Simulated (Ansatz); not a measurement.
## BiN (model cell, started as zinc blende): a soft mode frozen in

Wanted: the energy along a soft mode of BiN (model cell, started as zinc blende) and the structure at the end.

Calculated with Ansatz 0.2.0; DFT PBEsol, scalar-relativistic, plane waves, PAW.

The structure was built from a prototype and need not be the compound's stable phase.

## 1. The starting structure

Symmetry: F-43m, No. 216, cubic system. Conventional cell: a = 5.480 Å, b = 5.480 Å, c = 5.480 Å, α = 90.00°, β = 90.00°, γ = 90.00°. Bi has 4 N at 2.37 Å nearest. N has 4 Bi at 2.37 Å nearest. Farther neighbours and most contacts between anions are not listed.

## 2. The dispersion

The cell comes from relaxations at this level that are not shown. Stability and thermal properties need the whole zone. Linear response on a 4×4×4 q mesh gives force constants as far as a supercell of that size would.

input.yaml

```yaml
crystal:
  lattice:
    - [0.0, 2.7401716009, 2.7401716009]
    - [2.7401716009, 0.0, 2.7401716009]
    - [2.7401716009, 2.7401716009, 0.0]
  atoms:
    - { symbol: Bi, position: [0.0, 0.0, 0.0] }
    - { symbol: "N", position: [0.25, 0.25, 0.25] }
kpoints:
  mp_grid: { grid: [16, 16, 16] }
hamiltonian:
  xc: pbesol
scf:
  occupations: { method: methfessel_paxton, width: 0.2 }
output:
  eigenvalues: true
phonons:
  method: dfpt
  qmesh: [4, 4, 4]
  temperatures: { t_max: 1000, t_step: 50 }
  qpath:
    path:
      - [[0.0, 0.0, 0.0], [-0.5, -0.5, 0.0], [-0.375, -0.375, 0.25]]
      - [[-0.375, 0.0, 0.375], [0.0, 0.0, 0.0], [0.0, 0.0, 0.5], [-0.5, -0.25, 0.25], [-0.5, -0.5, 0.0]]
    npoints: 10
```

Started as:

```console
$ ansatz run input.yaml --threads 4 --pin off --max-ram 7168MiB --backend cpu --events-out ev --progress --plain --runs-dir out
```

Numbers of over 12 decimals in the logs are rounded to 6 here.

The log of the run:

```text
Warning: phonons: the dynamical matrix that this run interpolates holds no multipole term above the dipole-dipole one, and a site of this crystal is no centre of inversion, so its interpolated transverse optical and acoustic branches and sound speeds can stay off near Gamma, and the density of states and the thermodynamics with them. What a run solves at a wave vector of phonons.qpoints, Gamma apart, where the deck admits one, is free of this, and under fd what a larger phonons.supercell samples
Engine: ansatz 0.2.0, aarch64-unknown-linux-gnu
Pseudopotentials: kind: paw
Pseudopotential: Bi, paw, valence charge 15, recommended cutoff 420 eV (normal), Bi.paw.azcp
Pseudopotential: N, paw, valence charge 5, recommended cutoff 420 eV (normal), N.paw.azcp
Functional definition: PBEsol
  exchange = pbesol_x
  correlation = pbesol_c
Crystal: 2 atoms, lattice volume = 41.149 Å³
Basis set: ecut = 420 eV, 821 PW (Γ), exchange–correlation on 54×54×54 points (8 copies of the dense FFT grid, shifted against one another)
Bands: 14, of which v1, the nominal top of the filled ones, is band 10 counted from 1 (9 counted from 0)
Symmetry: 24 space group operations
k-points: 145 of 4096 (time reversal used)
Non-local potential: Bi, projectors of the file, l = 0: 2, l = 1: 2, l = 2: 2, l = 3: 2
Non-local potential: N, projectors of the file, l = 0: 2, l = 1: 2, l = 2: 1
PAW form: soft (Blöchl's): semilocal exchange-correlation on the pseudo side does not see the compensation charge
PAW frozen core: Bi, regenerated for the run's functional, and the local potential with it (the file was generated under x = pbe(κ = 0.804, μ = 0.219515), c = pbe(β = 0.066725))
PAW frozen core: N, regenerated for the run's functional, and the local potential with it (the file was generated under x = pbe(κ = 0.804, μ = 0.219515), c = pbe(β = 0.066725))
PAW one-centre angular grid: Bi, 590 points (default); XC on 64 Gauss nodes
PAW one-centre angular grid: N, 110 points (default); XC on 64 Gauss nodes
Initial density: superposition of atomic densities (neutral atoms: chi_scale 0, normalization atom), corrected by the library's trained network
Initial wavefunctions: pseudopotential atomic-orbital guess
Functional: x = pbesol(κ = 0.804, μ = 0.123457), c = pbesol(β = 0.046)
SCF iter   1: F=—  HF=-12618.913948 eV  |F-HF|=—  |Δ(HF+E_count)|=         —  Δρ=1.81e-2  dr2=1.86e-1  ethr=1.77e-3  ⟨swp⟩=5.0  Hψ=9508  notcnv=0
preconditioner: auto → LDOS  [metal: Δε(μ)=0.054 eV  Ē_g=19.056 eV  σ=0.200 eV  W_gap=0.22  n_scr=14 (ndim 8)  ℏωp=25.9 eV  f_vac=0.018  D(μ)=0.93/eV (n_scr^D=8)  β→1.0]
SCF iter   2: F=—  HF=-12618.884009 eV  |F-HF|=—  |Δ(HF+E_count)|=   2.99e-2  S|Δr|=    0.00e0  Δρ=6.37e-3  dr2=1.56e-2  ethr=9.31e-4  ⟨swp⟩=2.0  Hψ=3605  notcnv=0
preconditioner: auto → Kerker (q_TF=auto, 2.419 Å⁻¹)  [metal: Δε(μ)=0.001 eV  Ē_g=19.061 eV  σ=0.200 eV  W_gap=0.00  n_scr=14 (ndim 8)  ℏωp=25.9 eV  f_vac=0.012  D(μ)=0.79/eV (n_scr^D=0)  β→0.5]
SCF iter   3: F=—  HF=-12618.881182 eV  |F-HF|=—  |Δ(HF+E_count)|=   2.83e-3  S|Δr|=    0.00e0  Δρ=9.12e-4  dr2=1.58e-4  ethr=7.82e-5  ⟨swp⟩=2.1  Hψ=2447  notcnv=0
SCF iter   4: F=—  HF=-12618.881258 eV  |F-HF|=—  |Δ(HF+E_count)|=   7.58e-5  S|Δr|=    0.00e0  Δρ=2.54e-4  dr2=4.29e-5  ethr=7.92e-7  ⟨swp⟩=2.0  Hψ=2681  notcnv=0
SCF iter   5: F=—  HF=-12618.881261 eV  |F-HF|=—  |Δ(HF+E_count)|=   3.22e-6  S|Δr|=    0.00e0  Δρ=7.92e-5  dr2=4.52e-6  ethr=2.15e-7  ⟨swp⟩=2.0  Hψ=2584  notcnv=0
SCF iter   6: F=—  HF=-12618.881273 eV  |F-HF|=—  |Δ(HF+E_count)|=   1.16e-5  S|Δr|=    0.00e0  Δρ=2.82e-5  dr2=5.41e-7  ethr=2.26e-8  ⟨swp⟩=2.1  Hψ=2548  notcnv=0
SCF iter   7: F=—  HF=-12618.881265 eV  |F-HF|=—  |Δ(HF+E_count)|=   8.20e-6  S|Δr|=    0.00e0  Δρ=3.32e-6  dr2=2.56e-9  ethr=2.70e-9  ⟨swp⟩=2.9  Hψ=3563  notcnv=0
SCF iter   8: F=—  HF=-12618.881265 eV  |F-HF|=—  |Δ(HF+E_count)|=   1.65e-9  S|Δr|=    0.00e0  Δρ=1.17e-6  dr2=6.27e-10  ethr=1.28e-11  ⟨swp⟩=2.2  Hψ=3009  notcnv=0
SCF iter   9: F=-12618.881265 eV  HF=-12618.881265 eV  |F-HF|=1.27e-11  |Δ(HF+E_count)|=  1.09e-10  S|Δr|=    0.00e0  Δρ=1.16e-7  dr2=6.05e-12  ethr=1.00e-12  ⟨swp⟩=5.0  Hψ=10951  notcnv=0
SCF 1 converged in 9 iterations: F = -12618.881265 eV  dr2 = 6.05e-12
  greatest PAW one-centre occupation: 0.989 electrons in one spin orbital (limit 2), on the Bi atom at site 0 (counted from 0), in its partial waves of l = 2
Initial density: read from a saved state, or passed on in memory by an earlier SCF of this step, an earlier step, the calling program or the single point that the run made first
iter 1 solved again at ethr=8.67e-7 eV; its pass at ethr=3.10e-3 eV (dr2=1.73e-4 eV) is discarded
SCF iter   1: F=—  HF=-12618.881265 eV  |F-HF|=—  |Δ(HF+E_count)|=         —  Δρ=4.29e-6  dr2=3.82e-9  ethr=8.67e-7  ⟨swp⟩=3.2  Hψ=15337  notcnv=0
eigensolver tolerance schedule: the retry pair's looser diagonalisation over-reported the residual by 45450.04 of it (diagonalisation noise at an unbounded share of the residual, at the tolerance the schedule requests for it); recorded, not acted on — ethr = c·dr2/N_el stays at c = 1.0e-1
preconditioner: auto → Kerker (q_TF=auto, 2.419 Å⁻¹)  [metal: Δε(μ)=0.013 eV  Ē_g=19.042 eV  σ=0.200 eV  W_gap=0.05  n_scr=14 (ndim 8)  ℏωp=25.9 eV  f_vac=0.011  D(μ)=0.82/eV (n_scr^D=0)]
SCF iter   2: F=—  HF=-12618.881265 eV  |F-HF|=—  |Δ(HF+E_count)|=   5.77e-7  S|Δr|=    0.00e0  Δρ=2.63e-6  dr2=1.91e-9  ethr=1.91e-11  ⟨swp⟩=3.8  Hψ=5256  notcnv=0
SCF iter   3: F=—  HF=-12618.881265 eV  |F-HF|=—  |Δ(HF+E_count)|=  4.46e-10  S|Δr|=    0.00e0  Δρ=1.51e-6  dr2=5.14e-10  ethr=9.53e-12  ⟨swp⟩=1.0  Hψ=2034  notcnv=0
SCF iter   4: F=—  HF=-12618.881265 eV  |F-HF|=—  |Δ(HF+E_count)|=  1.36e-10  S|Δr|=    0.00e0  Δρ=1.06e-6  dr2=2.49e-10  ethr=2.57e-12  ⟨swp⟩=1.0  Hψ=2030  notcnv=0
SCF iter   5: F=—  HF=-12618.881265 eV  |F-HF|=—  |Δ(HF+E_count)|=  6.37e-11  S|Δr|=    0.00e0  Δρ=5.88e-7  dr2=7.40e-11  ethr=1.24e-12  ⟨swp⟩=2.0  Hψ=3043  notcnv=0
SCF iter   6: F=—  HF=-12618.881265 eV  |F-HF|=—  |Δ(HF+E_count)|=  2.18e-11  S|Δr|=    0.00e0  Δρ=3.40e-7  dr2=2.49e-11  ethr=1.00e-12  ⟨swp⟩=1.0  Hψ=2030  notcnv=0
SCF iter   7: F=-12618.881265 eV  HF=-12618.881265 eV  |F-HF|=9.09e-12  |Δ(HF+E_count)|=  9.09e-12  S|Δr|=    0.00e0  Δρ=8.91e-8  dr2=1.73e-12  ethr=1.00e-12  ⟨swp⟩=3.0  Hψ=4399  notcnv=0
SCF 2 converged in 7 iterations: F = -12618.881265 eV  dr2 = 1.73e-12
phonons: the bands overlap, so this run is a metal and interpolates without the dipole-dipole term. If the crystal is really an insulator or semiconductor, its LO-TO splitting is missing
NSCF: frozen V_eff on 145 k-points
NSCF: frozen V_eff on 349 k-points
DFPT response loops at q = (0, 0, 0) (fractional): preconditioner auto → Kerker (q_TF=auto, 2.419 Å⁻¹) (partly filled bands, converged f_vac=0.011); β = 1.00, the filter's whole step (`scf.mixing.beta` (0.50) is not read by the response loops under this deck's `scf.mixing.preconditioner`; to damp them name `kerker` or `kerker_dos`, under which they read `scf.mixing.beta`, and type it under 1.00, their step now; both keys bind the ground state too); Broyden in place of MSR1
NSCF: frozen V_eff on 4352 k-points
DFPT response loops at q = (0, 0, 0.25) (fractional): mixed as the last ones told, above
NSCF: frozen V_eff on 2196 k-points
DFPT response loops at q = (0, 0, -0.5) (fractional): mixed as the last ones told, above
NSCF: frozen V_eff on 2320 k-points
DFPT response loops at q = (0, 0.25, 0.25) (fractional): mixed as the last ones told, above
NSCF: frozen V_eff on 8192 k-points
DFPT response loops at q = (0, 0.25, -0.5) (fractional): mixed as the last ones told, above
NSCF: frozen V_eff on 4352 k-points
DFPT response loops at q = (0, 0.25, -0.25) (fractional): mixed as the last ones told, above
NSCF: frozen V_eff on 1242 k-points
DFPT response loops at q = (0, -0.5, -0.5) (fractional): mixed as the last ones told, above
NSCF: frozen V_eff on 2320 k-points
DFPT response loops at q = (0.25, -0.5, -0.25) (fractional): mixed as the last ones told, above
SCF converged after 9 iterations
Stability not checked: this state was not tested for a lower state beside it, because cold or Methfessel-Paxton smearing, or corrected tetrahedra, fill the levels in a way that the test cannot read (fill_not_monotonic; see scf.lower_state_search)
Free energy (F): -12618.881265 eV
Harris-Foulkes:  -12618.881265 eV  (|F-HF|=1.27e-11)
Internal energy: -12618.880265 eV  (E = F + TS)
E sigma→0 (E₀):  -12618.881015 eV
Entropy (-TS):   -0.000999 eV (-0.500 meV/atom)
Fermi energy:    9.981247 eV
--- Per-component energies (eV) ---
  E_band       = -95.856585
  E_kinetic    = 427.609640
  E_local      = -1697.342854  (includes V_loc(G=0)·N_el)
  E_nonlocal   = 611.029055
  E_hartree    = 543.852201
  E_xc         = -209.300983
  E_vxc        = -219.320100  (∫ρ·V_xc dr)
  E_paw        = -10630.967595  (= ΣΔE_a)
  E_vpaw       = -305.536326  (= ΣTr[D̂ρ^β])
  E_aug_tail   = -0.000384  (compensation charges beyond the density's cutoff)
  E_ewald      = -1663.877196
  E_core_change = 0.117851  (= ΣΔE_core)
  E_smearing   = -0.000999  (= −TS)
  E_closure    = 0.000000  (closes the sum)
  Σ components = -12618.881265   (vs F -12618.881265, Δ=0.00e0)
--- Band table (eV; the first three rows and the last of 145) ---
  k-point 0: bands = [... 6 lower, 2.9452, 7.8293, 7.8293, 7.8293, 13.0047, 13.0047, 13.0047, 16.2383]
  k-point 1: bands = [... 6 lower, 2.8401, 7.7891, 7.7891, 7.8242, 12.7679, 13.0553, 13.0553, 16.6457]
  k-point 2: bands = [... 6 lower, 2.5381, 7.6794, 7.6794, 7.7854, 12.3700, 13.1891, 13.1891, 17.4576]
  k-point 144: bands = [... 6 lower, -0.8705, 5.0451, 5.2476, 10.3284, 11.9228, 12.3407, 15.3723, 16.8137]
--- Phonons (Γ-DFPT): 2 representative perturbations + reference (Σ response iterations 6) ---
  ASR residual: 6.961e-5 → 0.000e0 eV/Å²; symmetrization residual: 6.999e-7 eV/Å²
  ASR residual per site (eV/Å²): 1.09e-5 6.96e-5
  Γ frequencies (cm⁻¹): 0.00 0.00 0.00 309.70 309.70 309.70
--- Phonons (arbitrary-q DFPT): 8 irreducible q on the 4×4×4 mesh ---
  q = [0.0000, 0.0000, 0.0000] (star 1, of the zone-centre solve; hermiticity 3.02e-7, symmetrization 1.25e-12): -0.00 0.00 0.00 309.70 309.70 309.70
  q = [0.0000, 0.0000, 0.2500] (star 8, 2 solved perturbations on 2176 of 4096 k-point pairs; hermiticity 2.86e-7, symmetrization 4.78e-13): -12.96 -12.96 62.11 248.86 292.08 292.08
  q = [0.0000, 0.0000, -0.5000] (star 4, 2 solved perturbations on 1098 of 4096 k-point pairs; hermiticity 4.04e-7, symmetrization 2.97e-13): 32.99 32.99 123.45 289.05 289.05 301.49
  q = [0.0000, 0.2500, 0.2500] (star 6, 4 solved perturbations in 3616 linear systems a pass and spin channel, the states on 1160 of 4096 k-point pairs; hermiticity 5.50e-7, symmetrization 2.46e-13): -72.69 -72.69 85.05 200.63 200.63 264.04
  q = [0.0000, 0.2500, -0.5000] (star 24, 4 solved perturbations in 12544 linear systems a pass and spin channel, the states on 4096 of 4096 k-point pairs; hermiticity 3.15e-7, symmetrization 8.59e-14): -30.10 -20.39 113.72 182.58 205.82 295.95
  q = [0.0000, 0.2500, -0.2500] (star 12, 4 solved perturbations in 6672 linear systems a pass and spin channel, the states on 2176 of 4096 k-point pairs; hermiticity 4.90e-7, symmetrization 2.70e-13): -27.13 22.59 103.81 205.48 275.48 285.78
  q = [0.0000, -0.5000, -0.5000] (star 3, 4 solved perturbations in 1940 linear systems a pass and spin channel, the states on 621 of 4096 k-point pairs; hermiticity 4.90e-7, symmetrization 2.38e-13): -107.01 -107.01 108.86 111.00 111.00 272.88
  q = [0.2500, -0.5000, -0.2500] (star 6, 4 solved perturbations in 3498 linear systems a pass and spin channel, the states on 1160 of 4096 k-point pairs; hermiticity 5.36e-7, symmetrization 2.24e-13): -80.14 51.47 114.54 138.25 153.43 251.52
  sum rule: each row above includes the acoustic sum rule's correction from the zone centre's row sums; it moved no ω² by more than (1.16 cm⁻¹)²
  mesh force constants: q→R imaginary residual 9.88e-19; ASR residual 6.961e-5 → 0.000e0 eV/Å²; symmetrization residual 1.776e-15 eV/Å²
  interpolated dispersion: 62 rows × 6 modes
  density of states and harmonic sums: on the 20×20×20 q-mesh, interpolated from the force constants of a 4×4×4 supercell (no non-analytic term)
  largest difference from the sums on the solved wave vectors: F 1.00e-1 eV, S 1.30e-4 and C_V 2.96e-5 eV/K
  zero-point energy: 0.051731 eV/cell   skipped modes (ω ≤ 0): 332, of them read as no rigid motion or as one in doubt: 329 (1.265e0 modes/cell left out, lowest -107.01 cm⁻¹)   left out of the sums: 2.11e-1 of the cell's modes: C_V's classical limit lies that fraction below 3 k_B per atom; for a crystal, a wire or a layer, F and S can be off by more, and a phonons.interpolated_qmesh denser along its periods is the remedy for the sampling
```

Run time: 8.8 min. Hardware: 4 threads of Arm Neoverse V1, shared host; peak memory 4.5 GiB; 34 min of CPU time.

Numbers from this step:

```yaml
volume_per_atom: 20.57 Å³
gap_on_the_k_mesh: 0 eV
sum_rule_residual_before_enforcement: 6.96e-5 eV/Å²
lowest_frequency_on_the_path: -107.0 cm⁻¹
point_group: -43m
highest_frequency_on_the_path_or_at_a_solved_wavevector: 310.1 cm⁻¹
highest_optical_mode_at_the_zone_centre_no_lo_to_term: 309.7 cm⁻¹
lowest_optical_zone_centre_mode: 309.7 cm⁻¹
lowest_mode_on_the_q_mesh_acoustic_modes_at_gamma_apart: -107.0 cm⁻¹
```

Frequencies (cm⁻¹) solved at each irreducible wavevector; negative means imaginary. Frequencies by wavevector, by row:

```
q in reciprocal lattice units  star  mode 1  mode 2  mode 3  mode 4  mode 5  mode 6
                        0 0 0     1       0       0       0   309.7   309.7   309.7
                     0 0 0.25     8     -13     -13    62.1   248.9   292.1   292.1
                     0 0 -0.5     4      33      33   123.5   289.1   289.1   301.5
                  0 0.25 0.25     6   -72.7   -72.7      85   200.6   200.6     264
                  0 0.25 -0.5    24   -30.1   -20.4   113.7   182.6   205.8   295.9
                 0 0.25 -0.25    12   -27.1    22.6   103.8   205.5   275.5   285.8
                  0 -0.5 -0.5     3    -107    -107   108.9     111     111   272.9
              0.25 -0.5 -0.25     6   -80.1    51.5   114.5   138.2   153.4   251.5
```

Interpolated from a 4×4×4 q mesh. The phonon branches at the labelled points (cm⁻¹):

```
    point  branch 1  branch 2  branch 3  branch 4  branch 5  branch 6
        Γ         0         0         0       310       310       310
  halfway       -73       -73        85       201       201       264
        X      -107      -107       109       111       111       273
  halfway       -90       -84       111       114       123       275
        U       -37       -36       112       136       172       283
jump to K       -37       -36       112       136       172       283
  halfway       -50        21        81       223       271       293
        Γ         0         0         0       310       310       310
  halfway       -13       -13        62       249       292       292
        L        33        33       124       289       289       302
  halfway       -21        46       119       206       244       299
        W       -80        52       114       138       153       252
  halfway       -87       -60       112       123       124       271
        X      -107      -107       109       111       111       273
```

The phonon branches as a text plot (rows in cm⁻¹):

```
    301 |***                    ************    *******
    284 |  **          *********  ***    *  ********   **
    267 |   ***********      ** ****      *   *    ***      *****
    249 |                   *              ***      * *  ***
    232 |    **                 **                   * *
    215 |                  *   *
    197 |      *             **                       * *
    180 |       *         * *                          *
    162 |                * *                            **
    145 |        *      * *                              ****
    128 |         **   ***                      ******      ***
    110 |        **************               **      ***********
     93 |      **              *             *
     75 |    **                 *
     58 |   *                    *          *           ***
     41 |  *                      **       *     *******   *
     23 | *                *******  *     *   ***  ***      *
      6 |*                        ********   *
    -11 | *                * **      *  *****
    -29 |  *              *         *                 *
    -46 |   *            *     *****                   *     *
    -64 |    **         *                               *
    -81 |      **      **                                ******
    -98 |        *******                                      ***
         Γ           X  U|K            Γ         L        W     X
```

Symmetry leaves 8 wavevectors to solve. The lowest mode among them, the acoustic zeros apart, lies at q = (0, -0.5, -0.5) and is imaginary, 107.0i cm⁻¹, so the energy falls along it.

## 3. The mode frozen in, largest atomic shift 0 Å

The mode followed lies at q = (0, -0.5, -0.5) with frequency 107.0i cm⁻¹ and is 2-fold degenerate, the softest among the wavevectors solved. At small amplitude the distorted cell has space group no. 4 by a symmetry search on the positions. The undistorted cell that holds it gives the zero of energy on the same k mesh.

System of this step: BiN (model cell, started as zinc blende). Symmetry: F-43m, No. 216, cubic system. Conventional cell: a = 5.480 Å, b = 5.480 Å, c = 5.480 Å, α = 90.00°, β = 90.00°, γ = 90.00°. Nearest to Bi lie 4 N at 2.37 Å. Nearest to N lie 4 Bi at 2.37 Å. Farther neighbours and most contacts between anions are not listed.

input.yaml

```yaml
crystal:
  lattice:
    - [0.0, -2.7401716009, -2.7401716009]
    - [0.0, 2.7401716009, -2.7401716009]
    - [5.4803432018, 0.0, 0.0]
  atoms:
    - { symbol: Bi, position: [0.5, 0.5, 0.5] }
    - { symbol: Bi, position: [0.0, 0.0, 0.0] }
    - { symbol: "N", position: [0.0, 0.5, 0.75] }
    - { symbol: "N", position: [0.5, 0.0, 0.25] }
kpoints:
  mp_grid: { grid: [12, 12, 8] }
hamiltonian:
  xc: pbesol
scf:
  occupations: { method: methfessel_paxton, width: 0.2 }
output:
  forces: true
  stress: true
  eigenvalues: true
```

The log of the run:

```text
[...]
Crystal: 4 atoms, lattice volume = 82.299 Å³
Basis set: ecut = 420 eV, 1611 PW (Γ), exchange–correlation on 54×54×80 points (8 copies of the dense FFT grid, shifted against one another)
Bands: 24, of which v1, the nominal top of the filled ones, is band 20 counted from 1 (19 counted from 0)
Symmetry: 16 space group operations
[...]
--- Band table (eV; the first three rows and the last of 140) ---
  k-point 0: bands = [... 16 lower, 7.8253, 7.8253, 7.8257, 9.0678, 9.6202, 13.0039, 13.0039, 13.0045]
  k-point 1: bands = [... 16 lower, 7.7125, 7.7125, 7.9414, 9.1302, 9.6166, 12.6018, 13.1184, 13.1184]
  k-point 2: bands = [... 16 lower, 7.4158, 7.4158, 8.2431, 9.2754, 9.6279, 11.8160, 13.4256, 13.4256]
  k-point 139: bands = [... 16 lower, 5.2452, 5.2452, 10.3244, 10.3244, 11.9207, 11.9207, 12.3396, 12.3396]
[key lines of the parts left out:]
SCF converged after 6 iterations
Free energy (F): -25237.766579 eV
Fermi energy:    9.967206 eV
P = ⅓ Tr σ = -0.0410 GPa (-0.410 kbar)
```

The job ended after 6 s (4 threads; peak memory 0.48 GiB; 23 s of CPU time).

This step gave:

```yaml
pressure: -0.04101 GPa
energy_from_the_undistorted_cell: 0 meV/atom
```

The run ends at a pressure of -0.04 GPa.

(Continued in part 2 of 3.)

[Logs are printed without paths, hosts, clocks, repeated set-up lines and the standing remarks that a program may print on its own settings, such as how far it seeks lower states.]

[Hosts, paths, dates, database ids (printed as entryN), source tags and the programs' standing remarks are cut or masked in the printed files.]
